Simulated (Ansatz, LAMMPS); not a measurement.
# Amorphous Si at 2.45 g/cm^3 (80 atoms), relaxed: functionals compared

Which bonds does the relaxation leave, and how do the Kohn-Sham gap, forces and pressure change with functional?

Calculated with Ansatz 0.2.0: Kohn-Sham DFT, PBE, PAW (set soft_2), plane waves; cutoff 420 eV, Γ point, fermi-dirac smearing of 0.025 eV.

In doubt: the hybrid run may have settled on a false gap or state (Ansatz), so the values of those runs are not to be relied on; a hybrid run on one k-point (Ansatz), which bears on gaps, levels and energies.

**The cell**

Density at the start: 2.45 g/cm³. The cell holds 80 atoms: 80 Si. Its edges and angles: a = 11.505 Å, b = 11.505 Å, c = 11.505 Å, α = 90.0°, β = 90.0°, γ = 90.0°. 80 atoms (80 Si) placed at random at 2.45 g/cm³, melted at 2500 K for 10 ps at fixed volume with the modified Tersoff potential (Kumagai, Izumi, Hara and Sakai, Comput. Mater. Sci. 39, 457 (2007)). Quenched from 2500 K to 300 K at 10 K/ps and fixed volume, annealed at 800 K for 20 ps, held 5 ps, then minimised at fixed cell.

The atoms were relaxed with PBE. The walk converged after 23 steps, with a largest force component of 0.0199 eV/Å; it began at an r.m.s. force component of 0.22 eV/Å. The energy fell by 27.4 meV an atom.

The input of the reference single point:

```yaml
crystal:
  lattice:
    - [11.5049, 0.0, 0.0]
    - [0.0, 11.5049, 0.0]
    - [0.0, 0.0, 11.5049]
  atoms:
    - { symbol: Si, position: [0.27217, 0.68841, 0.15939] }
    - { symbol: Si, position: [0.70435, 0.74026, 0.99109] }
    - { symbol: Si, position: [0.15154, 0.48548, 0.116] }
    - { symbol: Si, position: [0.03527, 0.39643, 0.3965] }
    [... 74 atom lines left out ...]
    - { symbol: Si, position: [0.36465, 0.32402, 0.49757] }
    - { symbol: Si, position: [0.49875, 0.76761, 0.98499] }
kpoints:
  mp_grid: { grid: [1, 1, 1] }
hamiltonian:
  xc: pbe
scf:
  occupations: { method: fermi_dirac, width: 0.025 }
output:
  forces: true
  stress: true
  populations: true
  dos:
    method: { smearing: { sigma: 0.08 } }
    de: 0.05
    projected: { site_lists: { Si: [Si] } }
  eigenvalues: true
  write_density: true
  write_potential: true
  volumetric_format: npy
```

**Bonds after relaxation**

Bonds by pair of elements; cutoffs follow the first minimum of g(r), held within bounds set by covalent radii, and pairs that aren't listed don't count as bonded:

```csv
pair A-B,cutoff (Å),bonds,mean length (Å),spread (Å),shortest (Å),B about A,A about B
Si-Si,2.73,165,2.38,0.065,2.29,4.12,4.12
```

How many atoms have how many bonded neighbours:

```
element  mean   4  5  6
     Si  4.12  71  8  1
```

**Levels of theory**

Single points at the relaxed geometry:

| functional | k-mesh | Kohn-Sham gap (eV) | pressure (GPa) | r.m.s. force component (eV/Å) | SCF cycles | time |
| --- | --- | --- | --- | --- | --- | --- |
| PBE | 1×1×1 | 0.247 | 3.15 | 0.005 | 11 | 21 s |
| r2SCAN | 1×1×1 | 0.281 | 2.15 | 0.067 | 11 | 54 s |
| PBEsol | 1×1×1 | 0.242 | 1.13 | 0.016 | 11 | 14 s |

The gap is that between the highest filled and lowest empty Kohn-Sham level on the run's k-points. Cutoffs: 420 eV for PBE and PBEsol; 500 eV for r2SCAN. Times come from shared hosts and are rough.

**Findings**

By these cutoffs 89 % of Si atoms have 4 neighbours. The Kohn-Sham gap is 0.25 eV with PBE on the 1×1×1 mesh. On the reference's mesh the gap changes with r2SCAN by +0.03 eV and PBEsol by under 0.01 eV. Against the reference the pressure changes with r2SCAN by -1.0 GPa and PBEsol by -2.0 GPa; a negative change means a smaller volume than PBE would take.

Limits: 1 converged run is left out of the tables as doubtful: HSE06 on 1×1×1 (the hybrid may have settled on a false gap or state). All single points share the geometry relaxed with PBE. The density was set when the cell was made, as one point of a scan, and needn't be that of the real material. One sample; tail or defect levels can set the gap of a disordered cell. The quench rate of 10 K/ps is many orders above laboratory rates, so the cell is likely richer in defects and strain than a real sample. The network of bonds at the start is that of the classical potential that made the cell, and needn't be the one that DFT or experiment would give.

[Logs are printed without paths, hosts, clocks, repeated set-up lines and the standing remarks that a program may print on its own settings, such as how far it seeks lower states.]

[Hosts, paths, dates, database ids (printed as entryN), source tags and the programs' standing remarks are cut or masked in the printed files.]
